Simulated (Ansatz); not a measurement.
## (KCl)2(SnTe)2 [001] superlattice, started as rocksalt type: from the cell to its phonons

Aim: the vibrations of (KCl)2(SnTe)2 [001] superlattice, started as rocksalt type, their spectra, and whether the structure is stable.

Main program and level: Ansatz 0.2.0; DFT PBEsol, scalar-relativistic, plane waves, PAW.

Report form: the programs' logs are mostly left out.

The structure was built from a prototype and need not be the compound's stable phase.

## (1) Starting point

It takes space group P4/nmm (No. 129, tetragonal). The conventional cell has a = 4.455 Å, b = 4.455 Å, c = 12.600 Å, α = 90.00°, β = 90.00°, γ = 90.00°. Nearest to Cl lie 5 K at 3.15 Å and 1 Sn at 3.15 Å. Nearest to K lie 5 Cl at 3.15 Å and 1 Te at 3.15 Å. Nearest to Sn lie 5 Te at 3.15 Å and 1 Cl at 3.15 Å. Nearest to Te lie 5 Sn at 3.15 Å and 1 K at 3.15 Å. Farther neighbours and most contacts between anions are not listed.

Structure file:

```cif
data_structure
_symmetry_space_group_name_H-M 'P 1'
_symmetry_Int_Tables_number 1
_cell_length_a 4.4548
_cell_length_b 4.4548
_cell_length_c 12.6000
_cell_angle_alpha 90.000
_cell_angle_beta 90.000
_cell_angle_gamma 90.000
_cell_volume 250.05
loop_
_atom_site_label
_atom_site_type_symbol
_atom_site_fract_x
_atom_site_fract_y
_atom_site_fract_z
_atom_site_occupancy
Cl1 Cl 0.50000 0.50000 0.00000 1
Cl2 Cl 0.00000 0.00000 0.25000 1
K3 K 0.00000 0.00000 0.00000 1
K4 K 0.50000 0.50000 0.25000 1
Sn5 Sn 0.00000 0.00000 0.50000 1
Sn6 Sn 0.50000 0.50000 0.75000 1
Te7 Te 0.50000 0.50000 0.50000 1
Te8 Te 0.00000 0.00000 0.75000 1
```

## (2) Coarse relaxation

A rough relaxation comes first, because large forces or stress need no tight tolerances yet.

The input, input.yaml:

```yaml
crystal:
  lattice:
    - [3.15, 3.15, 0.0]
    - [-3.15, 3.15, 0.0]
    - [0.0, 0.0, 12.6]
  atoms:
    - { symbol: Cl, position: [0.5, 0.5, 0.0] }
    - { symbol: Cl, position: [1.0, 0.0, 0.25] }
    - { symbol: K, position: [0.0, 0.0, 0.0] }
    - { symbol: K, position: [0.5, 0.5, 0.25] }
    - { symbol: Sn, position: [0.0, 0.0, 0.5] }
    - { symbol: Sn, position: [0.5, 0.5, 0.75] }
    - { symbol: Te, position: [0.5, 0.5, 0.5] }
    - { symbol: Te, position: [1.0, 0.0, 0.75] }
kpoints:
  mp_grid: { grid: [4, 4, 2] }
hamiltonian:
  xc: pbesol
scf:
  occupations: { method: gaussian, width: 0.1 }
output:
  forces: true
  stress: true
  eigenvalues: true
relax:
  adjacent_minimum: "off"
  f_tol: 0.05
  max_steps: 80
  cell: { stress_tol: 0.5 }
```

The run is started by

```
> ansatz run input.yaml --threads 8 --pin off --max-ram 14336MiB --backend cpu --events-out ev --progress --plain --runs-dir out
```

Run time: 12 s. Hardware: 8 threads of Arm Neoverse V1, shared host; peak memory 1 GiB; 82 s of CPU time.

Step by step:

```csv
step,energy less that of the first step (eV),largest force component (eV/Å),pressure (GPa),volume (Å³)
1,0.0000,0.8165,-0.05,250.05
2,-0.1157,0.6889,1.07,249.62
3,-0.2105,0.1819,-0.15,254.23
4,-0.2202,0.0718,-0.02,254.57
5,-0.2227,0.0124,0.03,255.36
6*,-0.2232,0.0123,0.03,255.36
```

Relaxation steps marked * repeat the geometry before them on a plane-wave basis chosen anew for their cell, so energy and pressure can jump there.

Forces are held to the 16 operations that the run works with; a distortion that breaks them can't arise in this run.

```
conventional cell, symmetrised  before   after  change
                         a (Å)   4.455   4.449  -0.1 %
                         b (Å)   4.455   4.449  -0.1 %
                         c (Å)  12.600  12.903  +2.4 %
              volume (Å³/atom)   31.26   31.92  +2.1 %
```

The atoms that moved most (Å, as changes of fractional coordinates times the final cell):

| atom | dx | dy | dz | length |
| --- | --- | --- | --- | --- |
| Sn5 | 0.000 | 0.000 | 0.176 | 0.176 |
| Sn6 | 0.000 | 0.000 | -0.176 | 0.176 |
| K4 | 0.000 | 0.000 | -0.122 | 0.122 |
| K3 | 0.000 | 0.000 | 0.122 | 0.122 |
| Te8 | 0.000 | 0.000 | -0.112 | 0.112 |
| Te7 | 0.000 | 0.000 | 0.112 | 0.112 |

A gap read on the k-mesh alone can miss the band edges.

Numbers from this step:

| Quantity | Value |
| --- | --- |
| pressure | 0.03293 GPa |
| gap on the k-mesh | 1.344 eV |
| volume per atom | 31.92 Å³ |
| direct gap on mesh | 1.344 eV |

In this step the volume went from 31.26 to 31.92 Å³/atom.

## (3) Relaxation

The cell and atoms are relaxed, since residual forces and stress would shift the frequencies.

The input, input.yaml:

```yaml
crystal:
  lattice:
    - [3.1457697611, 3.1457697611, 0.0]
    - [-3.1457697611, 3.1457697611, 0.0]
    - [0.0, 0.0, 12.902590551]
  atoms:
    - { symbol: Cl, position: [0.5, 0.5, -0.0002314491] }
    - { symbol: Cl, position: [1.0, 0.0, 0.2502314491] }
    - { symbol: K, position: [0.0, 0.0, 0.0094495628] }
    - { symbol: K, position: [0.5, 0.5, 0.2405504372] }
    - { symbol: Sn, position: [0.0, 0.0, 0.5136199373] }
    - { symbol: Sn, position: [0.5, 0.5, 0.7363800627] }
    - { symbol: Te, position: [0.5, 0.5, 0.5086882281] }
    - { symbol: Te, position: [1.0, 0.0, 0.7413117719] }
kpoints:
  mp_grid: { grid: [6, 6, 2] }
hamiltonian:
  xc: pbesol
scf:
  occupations: { method: gaussian, width: 0.02 }
output:
  forces: true
  stress: true
  eigenvalues: true
relax:
  adjacent_minimum: "off"
  f_tol: 0.005
  max_steps: 80
  cell: { stress_tol: 0.05 }
```

Run time: 12 s. Hardware: 8 threads; peak memory 1.1 GiB.

Relaxation path:

```
step  energy less that of the first step (eV)  largest force component (eV/Å)  pressure (GPa)  volume (Å³)
   1                                   0.0000                          0.0905            0.17       255.36
   2                                  -0.0011                          0.0677           -0.13       256.56
   3                                  -0.0025                          0.0026           -0.01       256.05
  4*                                  -0.0026                          0.0026           -0.01       256.05
```

Relaxation steps marked * repeat the geometry before them on a plane-wave basis chosen anew for their cell, so energy and pressure can jump there.

The run keeps the 16 symmetry operations that it works with, so distortions that break them were not tested.

| conventional cell, symmetrised | before | after | change |
| --- | --- | --- | --- |
| a (Å) | 4.449 | 4.450 | +0.0 % |
| b (Å) | 4.449 | 4.450 | +0.0 % |
| c (Å) | 12.903 | 12.932 | +0.2 % |
| volume (Å³/atom) | 31.92 | 32.01 | +0.3 % |

The atoms that moved most (Å, as changes of fractional coordinates times the final cell):

```
atom     dx     dy      dz  length
 Sn5  0.000  0.000  -0.013   0.013
 Sn6  0.000  0.000   0.013   0.013
 Te8  0.000  0.000   0.009   0.009
 Te7  0.000  0.000  -0.009   0.009
```

Numbers from this step:

```
pressure           : -0.007106 GPa
gap on the k-mesh  : 1.209 eV
volume per atom    : 32.01 Å³
direct gap on mesh : 1.312 eV
```

In this step the volume went from 31.92 to 32.01 Å³/atom.

## (4) Tight relaxation

Phonons need a cell at rest on their own settings, so the relaxation is repeated with tight tolerances on forces and stress on the k mesh and occupations of the first response run.

The input, input.yaml:

```yaml
crystal:
  lattice:
    - [3.1463881659, 3.1463881659, 0.0]
    - [-3.1463881659, 3.1463881659, 0.0]
    - [0.0, 0.0, 12.9321301785]
  atoms:
    - { symbol: Cl, position: [0.5, 0.5, -1.2091e-06] }
    - { symbol: Cl, position: [1.0, 0.0, 0.2500012091] }
    - { symbol: K, position: [0.0, 0.0, 0.0097363322] }
    - { symbol: K, position: [0.5, 0.5, 0.2402636678] }
    - { symbol: Sn, position: [0.0, 0.0, 0.5126426319] }
    - { symbol: Sn, position: [0.5, 0.5, 0.7373573681] }
    - { symbol: Te, position: [0.5, 0.5, 0.5080309474] }
    - { symbol: Te, position: [1.0, 0.0, 0.7419690526] }
kpoints:
  mp_grid: { grid: [8, 8, 2] }
hamiltonian:
  xc: pbesol
scf:
  occupations: { method: fixed }
output:
  forces: true
  stress: true
  eigenvalues: true
  write_density: true
  write_potential: true
  elf: true
  volumetric_format: npy
relax:
  adjacent_minimum: "off"
  f_tol: 0.001
  max_steps: 60
  cell: { stress_tol: 0.01 }
```

Run time: 18 s. Hardware: 8 threads; peak memory 1.2 GiB.

Relaxation path:

```csv
step,energy less that of the first step (eV),largest force component (eV/Å),pressure (GPa),volume (Å³)
1,0.0000,0.0211,0.00,256.05
2,-0.0001,0.0124,0.02,256.09
3,-0.0001,0.0007,0.00,256.17
4*,-0.0001,0.0007,0.00,256.17
```

Relaxation steps marked * repeat the geometry before them on a plane-wave basis chosen anew for their cell, so energy and pressure can jump there.

The run keeps the 16 symmetry operations that it works with, so distortions that break them were not tested.

```csv
"conventional cell, symmetrised",before,after,change
a (Å),4.450,4.451,+0.0 %
b (Å),4.450,4.451,+0.0 %
c (Å),12.932,12.930,-0.0 %
volume (Å³/atom),32.01,32.02,+0.0 %
```

Numbers from this step:

* pressure: 8.59e-4 GPa
* gap on the k-mesh: 0.8453 eV
* volume per atom: 32.02 Å³
* direct gap on mesh: 0.8453 eV

Valence density in the ac plane at fractional y = 0.000, with atoms of Cl and K and Sn and Te within 0.2 Å of it. It is the smooth field of the valence electrons, not physical close to the nuclei.

Values in e/Å³, 24 rows by 14 columns, each cell a mean:
```
 3  2  1  0  0  0  0  0  0  0  0  0  1  3
 1  0  0  0  0  0  0  0  0  0  0  0  0  0
 0  0  0  0  0  0  0  0  0  0  0  0  0  0
 0  0  0  0  0  0  0  0  0  0  0  0  0  0
 2  1  1  0  0  0  0  0  0  0  0  0  1  1
12  7  2  1  0  0  0  0  0  0  0  1  3  9
12  7  2  1  0  0  0  0  0  0  0  1  4 10
 2  1  1  0  0  0  0  0  0  0  0  0  1  1
 0  0  0  0  0  0  0  0  0  0  0  0  0  0
 0  0  0  0  0  0  0  0  0  0  0  0  0  0
 5  3  1  0  0  0  0  0  0  0  0  0  2  4
14  8  2  0  0  0  0  0  0  0  0  1  4 10
 5  3  1  0  0  0  0  0  0  0  0  0  2  4
 0  0  0  0  0  0  0  0  0  0  0  0  0  0
 0  0  0  0  0  0  0  0  0  0  0  0  0  0
 0  0  0  0  0  0  0  0  0  0  0  0  0  0
 1  1  1  0  0  0  0  0  0  0  0  0  1  1
 1  2  1  0  0  0  0  0  0  0  0  1  2  1
 1  2  1  0  0  0  0  0  0  0  0  1  1  1
 1  1  0  0  0  0  0  0  0  0  0  0  0  1
 0  0  0  0  0  0  0  0  0  0  0  0  0  0
 0  0  0  0  0  0  0  0  0  0  0  0  0  0
 2  2  1  0  0  0  0  0  0  0  0  0  1  2
 4  4  2  0  0  0  0  0  0  0  0  1  2  4
```
Columns run along a (4.5 Å), rows up along c (12.9 Å). Atoms in or near the plane, at fractional coordinates: Cl at (0.00, 0.25), K at (0.00, 0.01), Sn at (0.00, 0.51), Te at (0.00, 0.74).

Electrostatic potential energy in the ac plane at fractional y = 0.000, with atoms of Cl and K and Sn and Te within 0.2 Å of it. With pseudopotentials it is smooth inside the atoms' cores, unlike the true potential.

Ten even steps from '0' (-36 eV) to '9' (12 eV), each cell a mean:
```
02588999998741
77889999999887
89999999999998
88899999999988
65689999998755
99568999998579
99568999997579
65689999998755
78899999999887
66789999999876
76578999998657
99568999987579
86578999998657
66789999999876
99999999999999
99999999999999
35799999999864
00389999999710
01589999999730
67899999999986
99999999999999
78889999999887
13688999998742
00378999998510
```
Columns run along a (4.5 Å; values clipped at the 3rd and 97th percentile), rows up along c (12.9 Å). Atoms in or near the plane, at fractional coordinates: Cl at (0.00, 0.25), K at (0.00, 0.01), Sn at (0.00, 0.51), Te at (0.00, 0.74).

ELF in the ac plane at fractional y = 0.000, with atoms of Cl and K and Sn and Te within 0.2 Å of it. It is the smooth field of the valence electrons, not physical close to the nuclei.

Ten even steps from '_' (0.00) to '@' (0.87), each cell a mean:
```
@@@@@@++..__________::##@@@@
**++--..______________..==++
......________________......
%%%%##**--..______::==####%%
++**####**::____..==####**++
__..==****==..__::++##++--__
__..==****==..__::++**++--__
==++****++::____..--****++++
******==::..______..--++****
------::..__________..------
..::----::..______..------..
____::----..____..::----..__
..::====--..____..::--==--::
======--::________..::======
::....________________......
**++==--..__________::--++**
@@@@@@%%++::______--**%%@@@@
==%%@@@@##--____..++%%@@@@**
##%%@@@@##--____..++%%@@@@%%
@@@@%%##++..______--**%%@@@@
----::::..__________..::----
==--::________________..::==
@@@@%%==____________::##@@@@
##@@@@##::__________--@@@@%%
```
Columns run along a (4.5 Å), rows up along c (12.9 Å). Atoms in or near the plane, at fractional coordinates: Cl at (0.00, 0.25), K at (0.00, 0.01), Sn at (0.00, 0.51), Te at (0.00, 0.74).

The largest force component left is 0.65 meV/Å and the pressure is 0.001 GPa, within the tolerances set. The cell now holds 32.02 Å³/atom.

## (5) Zone-centre response

The zone centre is the only wavevector solved here; it holds the modes that light can see, as far as symmetry allows. The response to a homogeneous field gives the Born charges and the dielectric tensor, and its change with displacement the Raman tensors.

The input, input.yaml:

```yaml
crystal:
  lattice:
    - [3.147421499, 3.147421499, 0.0]
    - [-3.147421499, 3.147421499, 0.0]
    - [0.0, 0.0, 12.9298166982]
  atoms:
    - { symbol: Cl, position: [0.5, 0.5, 3.52114e-05] }
    - { symbol: Cl, position: [1.0, 0.0, 0.2499647886] }
    - { symbol: K, position: [0.0, 0.0, 0.0095359365] }
    - { symbol: K, position: [0.5, 0.5, 0.2404640635] }
    - { symbol: Sn, position: [0.0, 0.0, 0.5125234269] }
    - { symbol: Sn, position: [0.5, 0.5, 0.7374765731] }
    - { symbol: Te, position: [0.5, 0.5, 0.5084550109] }
    - { symbol: Te, position: [1.0, 0.0, 0.7415449891] }
kpoints:
  mp_grid: { grid: [8, 8, 2] }
hamiltonian:
  xc: pbesol
scf:
  occupations: { method: fixed }
output:
  eigenvalues: true
phonons:
  method: dfpt
  dielectric: true
  rigid_motions: translations
  raman: true
```

The job ended after 43 min (8 threads; peak memory 6.9 GiB).

The run was cut off at the time limit after its SCF cycle had converged; no result of it is taken.

The program's message: “Warning: RAYON”

## (6) Modes at Γ

The zone centre is the only wavevector solved here; it holds the modes that light can see, as far as symmetry allows. No field response is asked.

Changes to input.yaml since step 5:

```diff
@@ -24,4 +24 @@
   method: dfpt
-  dielectric: true
-  rigid_motions: translations
-  raman: true
```

Elapsed: 87 s, on 8 threads; peak memory 2.6 GiB; 11 min of CPU time.

Numbers from this step:

```yaml
sum_rule_residual_before_enforcement: 1.56e-4 eV/Å²
point_group: 4/mmm
highest_optical_mode_at_the_zone_centre_no_lo_to_term: 143.1 cm⁻¹
lowest_optical_zone_centre_mode: 6.47 cm⁻¹
```

Before it was imposed, the acoustic sum rule was missed by 1.6e-4 eV/Å². Small misses are needed for a sound result but don't prove that mesh and cutoff are converged. The lowest optical mode is real, 6.5 cm⁻¹.

## (7) Isotope substitution, element Cl, natural mass 35.45 amu

An isotope changes the mass and not the force constants, so no new electronic calculation is needed; the shifts show which modes move this element.

The same force constants with the mass of Cl changed from 35.450 to 36.966 u (phonopy, no LO-TO term). Both lists are sorted by frequency; levels can cross, so a row need not hold one and the same mode. Modes under 3 cm⁻¹ are left out. Isotope shifts, by row:

| q | rank | natural mass (cm⁻¹) | changed mass (cm⁻¹) |
| --- | --- | --- | --- |
| 0 0 0 | 4 | 6.47 | 6.43 |
| 0 0 0 | 5 | 6.47 | 6.43 |
| 0 0 0 | 6 | 36.42 | 36.4 |
| 0 0 0 | 7 | 36.42 | 36.4 |
| 0 0 0 | 8 | 40.23 | 40.17 |
| 0 0 0 | 9 | 40.23 | 40.17 |
| 0 0 0 | 10 | 46.06 | 45.64 |
| 0 0 0 | 11 | 46.06 | 45.64 |
| 0 0 0 | 12 | 52.74 | 52.05 |
| 0 0 0 | 13 | 59.41 | 59.4 |
| 0 0 0 | 14 | 85.36 | 85.35 |
| 0 0 0 | 15 | 85.36 | 85.35 |
| 0 0 0 | 16 | 115 | 114.2 |
| 0 0 0 | 17 | 122 | 120.7 |
| 0 0 0 | 18 | 125.5 | 125.2 |
| 0 0 0 | 19 | 128.3 | 126.8 |
| 0 0 0 | 20 | 128.3 | 126.8 |
| 0 0 0 | 21 | 130.4 | 129 |
| 0 0 0 | 22 | 130.4 | 129 |
| 0 0 0 | 23 | 136.1 | 135.7 |
| 0 0 0 | 24 | 143.1 | 142.8 |

A mode of this element alone would shift by -2.07 %. The highest zone-centre frequency without the field goes from 143.1 to 142.8 cm⁻¹ (-0.2 %).

## (8) Another isotope, element K, natural mass 39.0983 amu

The same for K, from 39.10 to 40.96 u.

A mode of this element alone would shift by -2.30 %. The highest zone-centre frequency without the field goes from 143.1 to 142.8 cm⁻¹ (-0.2 %).

## (9) Another isotope, element Sn, natural mass 118.71 amu

The same for Sn, from 118.71 to 123.91 u.

A mode of this element alone would shift by -2.12 %. The highest zone-centre frequency without the field goes from 143.1 to 141.9 cm⁻¹ (-0.8 %).

## (10) Isotope substitution, element Te, natural mass 127.6 amu

The same for Te, from 127.60 to 129.91 u.

A mode of this element alone would shift by -0.89 %. The highest zone-centre frequency without the field goes from 143.1 to 142.7 cm⁻¹ (-0.3 %).

## (11) Results

- space group after relaxation (within 0.01 Å): P4/nmm
- volume per atom: 32.0 Å³
- gap on the k-mesh: 0.845 eV
- highest optical mode at the zone centre (no LO-TO term): 143 cm⁻¹
- lowest optical zone-centre mode: 6.5 cm⁻¹
- imaginary modes at Γ (the only wavevector solved): none

**Reading.** The structure is stable against zone-centre distortions, since no mode there is imaginary; runs at other wavevectors are not part of this account. Without the field, the optical modes at Γ span 6 to 143 cm⁻¹. The dispersion is not part of this account. An optical mode within 15 cm⁻¹ of zero is at the mercy of small errors in the force constants, and even its sign is uncertain. Spin-orbit coupling is left out, which can matter for the heavy elements here. The starting cell was built on a prototype and not taken from a measurement, so the phase need not exist. These are harmonic frequencies at zero temperature: anharmonic shifts, linewidths and thermal expansion are left out.

[Logs are printed without paths, hosts, clocks, repeated set-up lines and the standing remarks that a program may print on its own settings, such as how far it seeks lower states.]

[Hosts, paths, dates, database ids (printed as entryN), source tags and the programs' standing remarks are cut or masked in the printed files.]
